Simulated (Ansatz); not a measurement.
# InH3 (model cell, started as ReO3 type): from the cell to its phonons, part 2 of 3

Wanted: phonon frequencies of InH3 (model cell, started as ReO3 type) and what follows from them.

Ansatz 0.2.0; DFT PBEsol, scalar-relativistic, plane waves, PAW.

So far. Step 3 (Bringing the structure to rest): Little changed from the start: no atom moved by 0.005 Å and no cell edge by 0.1 %. The relaxed cell has a = 3.823 Å (conventional setting).

The structure was built from a prototype and need not be the compound's stable phase.

### 4. Tight relaxation

Phonons need a cell at rest on their own settings, so the relaxation is repeated with tight tolerances on forces and stress on the k mesh and occupations of the first response run.

input.yaml reads:

```yaml
crystal:
  lattice:
    - [3.8226931498, 0.0, 0.0]
    - [0.0, 3.8226931498, 0.0]
    - [0.0, 0.0, 3.8226931498]
  atoms:
    - { symbol: In, position: [0.0, 0.0, 0.0] }
    - { symbol: H, position: [0.5, 0.0, 0.0] }
    - { symbol: H, position: [0.0, 0.5, 0.0] }
    - { symbol: H, position: [0.0, 0.0, 0.5] }
kpoints:
  mp_grid: { grid: [10, 10, 10] }
hamiltonian:
  xc: pbesol
scf:
  occupations: { method: methfessel_paxton, width: 0.15 }
output:
  forces: true
  stress: true
  eigenvalues: true
relax:
  adjacent_minimum: "off"
  f_tol: 0.001
  max_steps: 60
  cell: { stress_tol: 0.01 }
```

Command:

```console
$ ansatz run input.yaml --threads 4 --pin off --max-ram 7168MiB --backend cpu --events-out ev --progress --plain --runs-dir out
```

Numbers of over 12 decimals in the logs are rounded to 6 here.

The log of the run:

```text
[...]
Crystal: 4 atoms, lattice volume = 55.861 Å³
Basis set: ecut = 420 eV, 1045 PW (Γ), exchange–correlation on 54×54×54 points (8 copies of the dense FFT grid, shifted against one another)
Bands: 12, of which v1, the nominal top of the filled ones, is band 8 counted from 1 (7 counted from 0)
Symmetry: 48 space group operations
[...]
k-points: 56 of 1000
[...]
--- Relaxed structure (1 steps of the walk, 1 accepted, 1 SCFs on fresh bases) ---
[...]
cell:  # Å, volume = 55.8609 Å³
    - [3.8226931498, 0.0, 0.0]
    - [0.0, 3.8226931498, 0.0]
    - [0.0, 0.0, 3.8226931498]
  atoms:
    - { symbol: In, position: [0.0, 0.0, 0.0] }
    - { symbol: H, position: [0.500000, 0.0, 0.0] }
    - { symbol: H, position: [0.0, 0.500000, 0.0] }
    - { symbol: H, position: [0.0, 0.0, 0.500000] }
[key lines of the parts left out:]
SCF converged after 5 iterations
Free energy (F): -5571.024895 eV
Fermi energy:    2.770667 eV
P = ⅓ Tr σ = -0.0054 GPa (-0.054 kbar)
```

It took 1.7 s on 4 threads of Arm Neoverse V1, shared host; peak memory 0.36 GiB; 5.8 s of CPU time.

Little changed from the start: no atom moved by 0.005 Å and no cell edge by 0.1 %.

Numbers from this step:

| Property | Result |
| --- | --- |
| pressure | -0.005410 GPa |

The forces vanish by symmetry and the pressure is -0.005 GPa, within the tolerances set. The cell now holds 13.97 Å³/atom.

### 5. Linear response at the zone centre

The zone centre comes first: it holds the modes that light can see, as far as symmetry allows. No field response is asked, since the mesh shows no gap.

input.yaml, as its differences from that of step 4:

```diff
@@ -17,9 +17,4 @@
 output:
-  forces: true
-  stress: true
   eigenvalues: true
-relax:
-  adjacent_minimum: "off"
-  f_tol: 0.001
-  max_steps: 60
-  cell: { stress_tol: 0.01 }
+phonons:
+  method: dfpt
```

The log of the run:

```text
zone centre: on kpoints.mp_grid the ground state, and the responses unless they are solved on pairs of k-points, stand on 216 of the mesh's 1000 k-points, reduced under 8 symmetry operations, with k and −k counted as one. Each operation leaves every solved displacement unchanged or reverses it
[...]
Crystal: 4 atoms, lattice volume = 55.861 Å³
Basis set: ecut = 420 eV, 1045 PW (Γ), exchange–correlation on 54×54×54 points (8 copies of the dense FFT grid, shifted against one another)
Bands: 12, of which v1, the nominal top of the filled ones, is band 8 counted from 1 (7 counted from 0)
Symmetry: 48 space group operations
k-points: 216 of 1000 (irreducible under 8 space group operations)
[...]
SCF iter   1: F=—  HF=-5571.032211 eV  |F-HF|=—  |Δ(HF+E_count)|=         —  Δρ=8.20e-3  dr2=2.28e-2  ethr=1.77e-3  ⟨swp⟩=5.3  Hψ=15192  notcnv=0
[...]
SCF iter   8: F=-5571.024895 eV  HF=-5571.024895 eV  |F-HF|=2.73e-12  |Δ(HF+E_count)|=  5.46e-12  S|Δr|=    0.00e0  Δρ=3.38e-8  dr2=5.57e-13  ethr=1.00e-12  ⟨swp⟩=6.6  Hψ=14209  notcnv=0
SCF 1 converged in 8 iterations: F = -5571.024895 eV  dr2 = 5.57e-13
[...]
DFPT response loops at Γ: preconditioner auto → none (partly filled bands, converged f_vac=0.154); β = 0.50; Broyden in place of MSR1
SCF converged after 8 iterations
[...]
Free energy (F): -5571.024895 eV
[...]
Internal energy: -5571.022350 eV  (E = F + TS)
E sigma→0 (E₀):  -5571.024259 eV
Entropy (-TS):   -0.002546 eV (-0.636 meV/atom)
Fermi energy:    2.770667 eV
Step filling:    the computed levels leave a gap of 0.0000 eV = 0.0 smearing widths at the electron count; against every level under it full and every level over it empty, smearing changes F+E_penalty+E_count by -0.915 meV and its σ→0 estimate by -0.278 meV
[...]
--- Band table (eV; the first three rows and the last of 216) ---
  k-point 0: bands = [... 4 lower, -11.0805, -5.9820, 3.0276, 3.0276, 6.6592, 6.6592, 6.6592, 10.1416]
  k-point 1: bands = [... 4 lower, -11.0803, -5.8968, 2.3818, 3.0491, 6.7430, 6.7430, 7.0229, 10.6002]
  k-point 2: bands = [... 4 lower, -11.0798, -5.6426, 1.0839, 3.1084, 6.9791, 6.9791, 7.5953, 11.7533]
  k-point 215: bands = [... 4 lower, -11.1514, -0.9590, -0.9590, -0.9590, 0.5628, 8.3130, 8.3130, 8.3130]
--- Phonons (Γ-DFPT): 3 representative perturbations + reference, on 216 of 1000 k-points (Σ response iterations 10) ---
  k mesh reduced under 8 symmetry operations, with k and −k counted as one. Each operation leaves every solved displacement unchanged or reverses it
  ASR residual: 1.451e-5 → 0.000e0 eV/Å²; symmetrization residual: 6.074e-7 eV/Å²
  ASR residual per site (eV/Å²): 1.45e-5 5.91e-6 5.91e-6 5.91e-6
  Γ frequencies (cm⁻¹): 0.00 0.00 0.00 336.83 336.83 336.83 433.58 433.58 433.58 1513.84 1513.84 1513.84
  non-analytic LO–TO correction: not included (Born effective charges unavailable; polar crystals: no LO–TO splitting at Γ)
```

It took 13 s on 4 threads; peak memory 0.72 GiB.

This step gave:

```
sum-rule residual before enforcement                    : 1.45e-5 eV/Å²
point group                                             : m-3m
highest optical mode at the zone centre (no LO-TO term) : 1514 cm⁻¹
lowest optical zone-centre mode                         : 336.8 cm⁻¹
```

Patterns of degenerate modes are one choice out of their space. Modes at Γ, with each element's share of the kinetic energy:

```
mode  frequency (cm⁻¹)  symmetry  In %  H %
   1               0.0  acoustic    97    3
   2               0.0  acoustic    97    3
   3               0.0  acoustic    97    3
   4             336.8       T1u     2   98
   5             336.8       T1u     2   98
   6             336.8       T1u     2   98
   7             433.6       T2u     0  100
   8             433.6       T2u     0  100
   9             433.6       T2u     0  100
  10            1513.8       T1u     0  100
  11            1513.8       T1u     0  100
  12            1513.8       T1u     0  100
```

Displacements in mode 6 (336.8 cm⁻¹), the largest set to 1:
```
In1 -0.02  0.00  0.00
H2   0.34  0.00  0.00
H3   1.00  0.00  0.00
H4   1.00  0.00  0.00
```

Displacements in mode 10 (1513.8 cm⁻¹), the largest set to 1:
```
In1 -0.01  0.00  0.00
H2   1.00  0.00  0.00
H3  -0.18  0.00  0.00
H4  -0.18  0.00  0.00
```

Before it was imposed, the acoustic sum rule was missed by 1.5e-5 eV/Å². Small misses are needed for a sound result but don't prove that mesh and cutoff are converged. The lowest optical mode is real, 337 cm⁻¹.

### 6. Phonons on a q mesh

Stability and thermal properties need the whole zone. Linear response on a 2×2×2 q mesh gives force constants as far as a supercell of that size would.

input.yaml, as its differences from that of step 5:

```diff
@@ -20 +20,8 @@
   method: dfpt
+  qmesh: [2, 2, 2]
+  temperatures: { t_max: 1000, t_step: 50 }
+  qpath:
+    path:
+      - [[0.0, 0.0, 0.0], [0.0, 0.5, 0.0], [0.5, 0.5, 0.0], [0.0, 0.0, 0.0], [0.5, 0.5, 0.5], [0.0, 0.5, 0.0]]
+      - [[0.5, 0.5, 0.5], [0.5, 0.5, 0.0]]
+    npoints: 10
```

The log of the run:

```text
[...]
Crystal: 4 atoms, lattice volume = 55.861 Å³
Basis set: ecut = 420 eV, 1045 PW (Γ), exchange–correlation on 54×54×54 points (8 copies of the dense FFT grid, shifted against one another)
Bands: 12, of which v1, the nominal top of the filled ones, is band 8 counted from 1 (7 counted from 0)
Symmetry: 48 space group operations
k-points: 56 of 1000
[...]
SCF iter   1: F=—  HF=-5571.032215 eV  |F-HF|=—  |Δ(HF+E_count)|=         —  Δρ=8.20e-3  dr2=2.28e-2  ethr=1.77e-3  ⟨swp⟩=5.3  Hψ=3971  notcnv=0
[...]
SCF iter   8: F=-5571.024895 eV  HF=-5571.024895 eV  |F-HF|=9.09e-13  |Δ(HF+E_count)|=  7.28e-12  S|Δr|=    0.00e0  Δρ=3.25e-8  dr2=5.09e-13  ethr=1.00e-12  ⟨swp⟩=6.6  Hψ=3645  notcnv=0
SCF 1 converged in 8 iterations: F = -5571.024895 eV  dr2 = 5.09e-13
[...]
SCF iter   7: F=-5571.024895 eV  HF=-5571.024895 eV  |F-HF|=2.73e-12  |Δ(HF+E_count)|=  2.73e-12  S|Δr|=    0.00e0  Δρ=1.12e-7  dr2=3.53e-12  ethr=1.00e-12  ⟨swp⟩=2.0  Hψ=1341  notcnv=0
SCF 2 converged in 7 iterations: F = -5571.024895 eV  dr2 = 3.53e-12
phonons: the bands overlap, so this run is a metal and interpolates without the dipole-dipole term. If the crystal is really an insulator or semiconductor, its LO-TO splitting is missing
NSCF: frozen V_eff on 56 k-points
[...]
DFPT response loops at q = (0, 0, 0) (fractional): preconditioner auto → none (partly filled bands, converged f_vac=0.154); β = 0.50; Broyden in place of MSR1
[...]
SCF converged after 8 iterations
[...]
Free energy (F): -5571.024895 eV
[...]
Internal energy: -5571.022350 eV  (E = F + TS)
E sigma→0 (E₀):  -5571.024259 eV
Entropy (-TS):   -0.002546 eV (-0.636 meV/atom)
Fermi energy:    2.770667 eV
[...]
--- Band table (eV; the first three rows and the last of 56) ---
  k-point 0: bands = [... 4 lower, -11.0805, -5.9820, 3.0276, 3.0276, 6.6592, 6.6592, 6.6592, 10.1416]
  k-point 1: bands = [... 4 lower, -11.0803, -5.8968, 2.3818, 3.0491, 6.7430, 6.7430, 7.0229, 10.6002]
  k-point 2: bands = [... 4 lower, -11.0798, -5.6426, 1.0839, 3.1084, 6.9791, 6.9791, 7.5953, 11.7533]
  k-point 55: bands = [... 4 lower, -11.1514, -0.9590, -0.9590, -0.9590, 0.5628, 8.3130, 8.3130, 8.3130]
--- Phonons (Γ-DFPT): 3 representative perturbations + reference (Σ response iterations 10) ---
  ASR residual: 1.350e-5 → 0.000e0 eV/Å²; symmetrization residual: 6.015e-7 eV/Å²
  ASR residual per site (eV/Å²): 1.35e-5 5.56e-6 5.56e-6 5.56e-6
[...]
--- Phonons (arbitrary-q DFPT): 4 irreducible q on the 2×2×2 mesh ---
  q = [0.0000, 0.0000, 0.0000] (star 1, of the zone-centre solve; hermiticity 1.51e-7, symmetrization 3.01e-13): -0.00 -0.00 0.00 336.83 336.83 336.83 433.58 433.58 433.58 1513.84 1513.84 1513.84
  q = [0.0000, 0.0000, -0.5000] (star 3, 7 solved perturbations in 1332 linear systems a pass and spin channel, the states on 216 of 1000 k-point pairs; hermiticity 1.06e-7, symmetrization 6.28e-13): 40.97 40.97 160.97 389.94 389.94 460.31 521.74 521.74 612.02 1403.42 1502.41 1502.41
[...]
sum rule: each row above includes the acoustic sum rule's correction from the zone centre's row sums; it moved no ω² by more than (1.22 cm⁻¹)²
  mesh force constants: q→R imaginary residual 2.54e-47; ASR residual 1.350e-5 → 0.000e0 eV/Å²; symmetrization residual 9.770e-15 eV/Å²
  interpolated dispersion: 62 rows × 12 modes
  density of states and harmonic sums: on the 16×16×16 q-mesh, interpolated from the force constants of a 2×2×2 supercell (no non-analytic term)
  largest difference from the sums on the solved wave vectors: F 4.45e-2 eV, S 1.08e-4 and C_V 6.36e-5 eV/K
  zero-point energy: 0.445060 eV/cell   skipped modes (ω ≤ 0): 9, of them read as no rigid motion or as one in doubt: 6 (8.057e-3 modes/cell left out, lowest -57.95 cm⁻¹)   left out of the sums: 7.32e-4 of the cell's modes: C_V's classical limit lies that fraction below 3 k_B per atom; for a crystal, a wire or a layer, F and S can be off by more, and a phonons.interpolated_qmesh denser along its periods is the remedy for the sampling
```

Elapsed: 55 s, on 4 threads; peak memory 0.66 GiB; 3.5 min of CPU time.

This step gave:

- sum-rule residual before enforcement: 1.35e-5 eV/Å²
- lowest frequency on the path: -57.95 cm⁻¹
- highest frequency on the path or at a solved wavevector: 1676 cm⁻¹
- lowest mode on the q mesh (acoustic modes at Γ apart): -57.95 cm⁻¹

Frequencies (cm⁻¹) solved at each irreducible wavevector; negative means imaginary. Frequencies by wavevector, by row:

```
q in reciprocal lattice units  star  mode 1  mode 2  mode 3  mode 4  mode 10  mode 11  mode 12
                        0 0 0     1       0       0       0   336.8     1514     1514     1514
                     0 0 -0.5     3      41      41     161   389.9     1403     1502     1502
                  0 -0.5 -0.5     3     -58    49.5   162.7   162.7    703.9     1490     1581
               -0.5 -0.5 -0.5     1    32.1    32.1    32.1   172.7    836.6    836.6     1664
```

Interpolated from a 2×2×2 q mesh, rough between the solved points. The phonon branches at the labelled points (cm⁻¹):

```
    point  branch 1  branch 2  branch 3  branch 4  branch 9  branch 10  branch 11  branch 12
        Γ         0         0         0       337       434       1514       1514       1514
  halfway        33        33       112       375       487       1462       1508       1508
        X        41        41       161       390       612       1403       1502       1502
  halfway        46       106       159       284       672       1039       1496       1588
        M       -58        50       163       163       659        704       1490       1581
  halfway        42        90       121       330       606       1230       1503       1584
        Γ         0         0         0       337       434       1514       1514       1514
  halfway        97        97       126       328       608       1227       1227       1664
        R        32        32        32       173       671        837        837       1664
  halfway       107       118       159       263       669        988       1224       1669
        X        41        41       161       390       612       1403       1502       1502
jump to R        32        32        32       173       671        837        837       1664
  halfway       -34       121       163       163       688        753       1148       1667
        M       -58        50       163       163       659        704       1490       1581
```

Tetrahedra on a 16×16×16 mesh, mean over bins of 20 cm-1. Interpolated from a 2×2×2 q mesh, rough between the solved points. Phonon density of states against wavenumber; read off at these points:

```
wavenumber (cm⁻¹)  phonon density of states (1/cm⁻¹/cell)
              -50                                  1.0e-5
               10                                  5.7e-4
               50                                  0.0256
               70                                  0.0201
              130                                   0.023
              150                                  0.0333
              190                                 0.00379
              250                                 0.00433
              310                                 0.00657
              370                                  0.0188
              390                                  0.0209
              430                                  0.0180
              490                                  0.0143
              550                                  0.0125
              610                                  0.0120
              670                                  0.0154
              730                                  5.0e-4
              790                                  8.8e-4
              850                                 0.00174
              910                                 0.00165
              970                                 0.00173
             1030                                 0.00184
             1090                                 0.00199
             1150                                 0.00211
             1210                                 0.00236
             1270                                 0.00262
             1330                                 0.00298
             1390                                 0.00353
             1450                                 0.00466
             1510                                 0.00371
             1570                                 0.00394
             1630                                 0.00645
             1670                                  0.0115
             1690                                       0
```

The partial phonon density of states has structure finer than the step of the table below, so its rows give means over 50 cm⁻¹, whole bins alone (the curve runs from -26.5 to 1737 cm⁻¹). Peaks (cm⁻¹: height): H 395.0: 0.0186, 661.3: 0.0142, 1016.2: 0.00304, 1260.3: 0.00414, 1459.9: 0.00707, 1659.6: 0.00916; In 151.0: 0.0251.

Phonopy on the run's constants, 15x15x15 mesh, Gaussian sigma 12.6 cm-1. Interpolated from a 2×2×2 q mesh, rough between the solved points. Table of partial phonon density of states by wavenumber; means over each step; values in 1/cm⁻¹/cell:

```
wavenumber (cm⁻¹)        H       In
                0   3.2e-4  0.00131
               50   8.7e-4   0.0163
              100  0.00212   0.0185
              150  0.00217   0.0203
              200  0.00293  0.00217
              250  0.00379   2.6e-4
              300  0.00601   2.1e-4
              350   0.0131   2.7e-4
              400   0.0180   2.1e-4
              450   0.0145   1.1e-4
              500   0.0136   5.7e-5
              550   0.0122   4.2e-5
              600   0.0118   3.1e-5
              650   0.0133   2.2e-5
              700  0.00567   2.8e-6
              750   6.8e-4        0
              800  0.00103        0
              850  0.00144   3.0e-7
              900  0.00195   7.2e-6
              950  0.00140   3.6e-6
             1000  0.00206   7.3e-6
             1050  0.00176   6.0e-6
             1100  0.00184   5.1e-6
             1150  0.00233   1.0e-5
             1200  0.00194   7.1e-6
             1250  0.00306   8.5e-6
             1300  0.00222   7.8e-6
             1350  0.00345   1.0e-5
             1400  0.00331   1.0e-5
             1450  0.00545   1.6e-5
             1500  0.00598   1.9e-5
             1550  0.00332   1.0e-5
             1600  0.00675   1.0e-5
             1650  0.00772   9.6e-6
             1700  0.00184   6.8e-7
```

Symmetry leaves 4 wavevectors to solve. The lowest mode among them, the acoustic zeros apart, lies at q = (0, -0.5, -0.5) and is imaginary, 58.0i cm⁻¹, so the energy falls along it.

### 7. Another isotope, element H, natural mass 1.008 amu

An isotope changes the mass and not the force constants, so no new electronic calculation is needed; the shifts show which modes move this element.

[end of part 2 of 3]

[Logs are printed without paths, hosts, clocks, repeated set-up lines and the standing remarks that a program may print on its own settings, such as how far it seeks lower states.]

[Hosts, paths, dates, database ids (printed as entryN), source tags and the programs' standing remarks are cut or masked in the printed files.]
